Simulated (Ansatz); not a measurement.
# What NaVSe3 (model cell, started as cubic perovskite with V in the octahedra) distorts into, part 3 of 3

Which phase does NaVSe3 (model cell, started as cubic perovskite with V in the octahedra) fall into along its unstable mode, and how much energy does it gain?

Ansatz 0.2.0; DFT PBE, scalar-relativistic, plane waves, PAW.

So far. Step 4 (The mode frozen in, largest atomic shift 0.32 Å): The run ends at a pressure of 1.11 GPa, with forces up to 0.38 eV/Å. Step 5 (Energy along the mode, all amplitudes (two of the runs …): The lowest of the steps tried is at 0.32 Å, 28.4 meV/atom below the parent; the bottom of the well need not coincide with a step. The relaxed cell has a, b, c = 10.271, 8.061, 7.744 Å (conventional setting).

The structure was built from a prototype and need not be the compound's stable phase.

**7. Modes of the new phase, k-mesh 6×6×4**

A relaxed structure may still be a saddle point, so its zone-centre modes are computed. No field response is asked, and the gap on the mesh is small against the smearing.

Input file input.yaml:

```yaml
crystal:
  lattice:
    - [6.4811200633, 0.7813341848, 0.0]
    - [0.7813341848, 6.4811200633, 0.0]
    - [0.0, 0.0, 7.744164582]
  atoms:
    - { symbol: Na, position: [0.0, 0.0, 0.0] }
    - { symbol: Na, position: [0.0, 0.0, 0.5] }
    - { symbol: V, position: [0.3408716276, 0.6591283724, 0.25] }
    - { symbol: V, position: [0.6591283724, 0.3408716276, 0.75] }
    - { symbol: Se, position: [0.5, 0.5, 0.5] }
    - { symbol: Se, position: [0.5, 0.5, 0.0] }
    - { symbol: Se, position: [0.3595467645, -0.0026287292, 0.25] }
    - { symbol: Se, position: [0.6404532355, 0.0026287292, 0.75] }
    - { symbol: Se, position: [0.0026287292, 0.6404532355, 0.25] }
    - { symbol: Se, position: [-0.0026287292, 0.3595467645, 0.75] }
kpoints:
  mp_grid: { grid: [6, 6, 4] }
hamiltonian:
  xc: pbe
scf:
  occupations: { method: methfessel_paxton, width: 0.15 }
output:
  eigenvalues: true
phonons:
  method: dfpt
```

Run with:

```bash
> ansatz run input.yaml --threads 8 --pin off --max-ram 14336MiB --backend cpu --events-out ev --progress --plain --runs-dir out
```

Numbers of over 12 decimals in the logs are rounded to 6 here.

The program printed:

```text
[...]
Crystal: 10 atoms, lattice volume = 320.565 Å³
Basis set: ecut = 420 eV, 6241 PW (Γ), exchange–correlation on 90×90×108 points (8 copies of the dense FFT grid, shifted against one another)
Bands: 84, of which v1, the nominal top of the filled ones, is band 70 counted from 1 (69 counted from 0)
Symmetry: 8 space group operations
k-points: 76 of 144 (irreducible under 1 space group operation, time reversal used)
[...]
SCF iter   1: F=—  HF=-41617.925842 eV  |F-HF|=—  |Δ(HF+E_count)|=         —  Δρ=5.55e-3  dr2=9.17e-2  ethr=1.77e-3  ⟨swp⟩=6.1  Hψ=22317  notcnv=0
[...]
SCF iter  12: F=-41617.901794 eV  HF=-41617.901794 eV  |F-HF|=2.18e-11  |Δ(HF+E_count)|=  3.64e-11  S|Δr|=    0.00e0  Δρ=3.52e-8  dr2=8.54e-12  ethr=1.00e-12  ⟨swp⟩=9.3  Hψ=28530  notcnv=0
SCF 1 converged in 12 iterations: F = -41617.901794 eV  dr2 = 8.54e-12
[...]
DFPT response loops at Γ: preconditioner auto → none (partly filled bands, converged f_vac=0.245); β = 0.50; Broyden in place of MSR1
SCF converged after 12 iterations
[...]
Free energy (F): -41617.901794 eV
[...]
Internal energy: -41617.913559 eV  (E = F + TS)
E sigma→0 (E₀):  -41617.904735 eV
Entropy (-TS):   0.011766 eV (1.177 meV/atom)
Fermi energy:    3.593934 eV
[...]
--- Band table (eV; the first three rows and the last of 76) ---
  k-point 0: bands = [... 66 lower, 2.3680, 2.8032, 3.0484, 3.1986, 3.6469, 4.4170, 4.5617, 5.0180, ... 10 higher]
  k-point 1: bands = [... 66 lower, 2.1810, 2.6465, 2.9296, 3.1594, 4.2413, 4.5564, 4.5926, 4.8508, ... 10 higher]
  k-point 2: bands = [... 66 lower, 1.9687, 1.9687, 3.1416, 3.1416, 4.6776, 4.6776, 4.8230, 4.8230, ... 10 higher]
  k-point 75: bands = [... 66 lower, 2.9213, 2.9213, 3.5716, 3.5716, 4.7120, 4.7120, 4.7464, 4.7464, ... 10 higher]
--- Phonons (Γ-DFPT): 9 representative perturbations + reference, on 76 of 144 k-points (Σ response iterations 38) ---
  k mesh reduced under 1 symmetry operation, with k and −k counted as one. Each operation leaves every solved perturbation unchanged. A smaller set is not used because it would not reduce the number of displacements times k-points to solve
  ASR residual: 5.387e-5 → 0.000e0 eV/Å²; symmetrization residual: 2.507e-5 eV/Å²
  ASR residual per site (eV/Å²): 1.67e-5 1.67e-5 2.33e-5 2.33e-5 3.48e-5 3.48e-5 5.39e-5 5.39e-5 5.39e-5 5.39e-5
  Γ frequencies (cm⁻¹): -36.92 -34.03 -31.82 -31.74 0.00 0.00 0.00 44.01 46.42 65.54 68.53 69.57 71.00 80.20 86.21 91.16 103.04 104.84 105.09 130.91 169.90 172.27 183.21 206.59 269.80 325.07 361.33 373.00 375.29 388.55
  non-analytic LO–TO correction: not included (Born effective charges unavailable; polar crystals: no LO–TO splitting at Γ)
```

It took 13 min on 8 threads of Arm Neoverse N1, shared host; peak memory 6.1 GiB; 1.7 h of CPU time.

Numbers from this step:

| Quantity | Value |
| --- | --- |
| sum-rule residual before enforcement | 5.39e-5 eV/Å² |
| point group | mmm |
| highest optical mode at the zone centre (no LO-TO term) | 388.6 cm⁻¹ |
| lowest optical zone-centre mode | -36.92 cm⁻¹ |

Patterns of degenerate modes are one choice out of their space. The modes at Γ (shares of kinetic energy by element, %) (negative means imaginary):

```tsv
mode	frequency (cm⁻¹)	symmetry	Na %	V %	Se %
1	-36.9	B1u	13	3	84
2	-34.0	B1u	83	1	16
3	-31.8	B3u	8	0	92
4	-31.7	Au	7	0	93
5	0.0	acoustic	7	16	76
6	0.0	acoustic	7	16	76
7	0.0	acoustic	7	16	76
8	44.0	Au	24	0	76
9	46.4	B1g	0	6	94
10	65.5	B2g	0	0	100
11	68.5	B3g	0	1	99
12	69.6	B2u	39	0	60
13	71.0	B3u	15	17	68
14	80.2	B1g	0	24	76
15	86.2	B2u	56	2	42
16	91.2	Ag	0	5	95
17	103.0	B3u	69	0	31
18	104.8	Au	69	0	31
19	105.1	B1u	1	47	52
20	130.9	B2u	5	15	80
21	169.9	B1u	85	0	15
22	172.3	Ag	0	23	77
23	183.2	B2u	89	2	9
24	206.6	B1u	10	33	56
25	269.8	B2u	0	1	99
26	325.1	B3g	0	99	1
27	361.3	B2u	3	64	34
28	373.0	Ag	0	72	28
29	375.3	B3u	1	67	33
30	388.6	B1g	0	70	30
```

Displacements in mode 1 (-36.9 cm⁻¹), the largest set to 1:
```
Na1 -0.83  0.83  0.64
Na2  0.83 -0.83  0.64
V3   0.00  0.00 -0.41
V4   0.00  0.00 -0.41
Se5 -0.98  0.98  1.00
Se6  0.98 -0.98  1.00
Se7  0.00  0.00 -0.46
Se8  0.00  0.00 -0.46
Se9  0.00  0.00 -0.46
Se10 0.00  0.00 -0.46
```

Displacements in mode 13 (71.0 cm⁻¹), the largest set to 1:
```
Na1 -1.00 -1.00  0.00
Na2 -1.00 -1.00  0.00
V3   0.70  0.70  0.00
V4   0.70  0.70  0.00
Se5 -0.64 -0.64  0.00
Se6 -0.64 -0.64  0.00
Se7 -0.37  0.85  0.00
Se8 -0.37  0.85  0.00
Se9  0.85 -0.37  0.00
Se10 0.85 -0.37  0.00
```

Before it was imposed, the acoustic sum rule was missed by 5.4e-5 eV/Å². Small misses are needed for a sound result but don't prove that mesh and cutoff are converged. The lowest optical mode is imaginary, 36.9i cm⁻¹, so the energy falls along it.

**8. Results**

* unstable mode of the parent: q = (0, 0, -0.5), 129i cm⁻¹
* depth at the lowest point sampled: 28.4 meV/atom
* largest atomic shift at that point: 0.32 Å
* space group reached (within 0.01 Å): Cmcm
* energy gained over the parent (first relaxation, on the mesh of the frozen mode): 115 meV/atom
* volume per atom, phase reached: 32.1 Å³
* gap on the k-mesh, phase reached: 0.0718 eV
* lowest optical zone-centre mode, phase reached: -36.9 cm⁻¹
* highest optical mode at the zone centre (no LO-TO term), phase reached: 389 cm⁻¹

What this shows: From this start the structure relaxes into Cmcm, 115 meV/atom below the parent. At the parent's cell the well is 28.41 meV/atom deep on the steps tried, with its lowest point at a shift of 0.32 Å. Relaxing atoms and cell changes the gain by +86.74 meV/atom against the lowest step (energies at zero smearing). Most of the total comes from this relaxation. The frozen pattern makes up only 20 % of the final shifts of the atoms, so other modes or strain give most of the change. The new phase still has an imaginary mode at the zone centre of its cell, so it is a saddle point on the way to a lower structure. Of the 8 patterns followed to their end from this parent, this one ends 34.2 meV/atom above the lowest, Amm2. Each path keeps the symmetry of its pattern, so a lower phase may lie along a pattern not tried. With no gap, or one that is small against the smearing, the frequencies hang on the k mesh and the smearing, most of all near Kohn anomalies. The phonon runs are without spin polarisation, although V often carries a moment. The volume moved by more than a tenth on the k mesh of the start, so the energy gain is rough. A phonon run warned that its eigensolver left some bands unconverged in a pass. The starting cell was built on a prototype and not taken from a measurement, so the phase need not exist.

[Logs are printed without paths, hosts, clocks, repeated set-up lines and the standing remarks that a program may print on its own settings, such as how far it seeks lower states.]

[Hosts, paths, dates, database ids (printed as entryN), source tags and the programs' standing remarks are cut or masked in the printed files.]
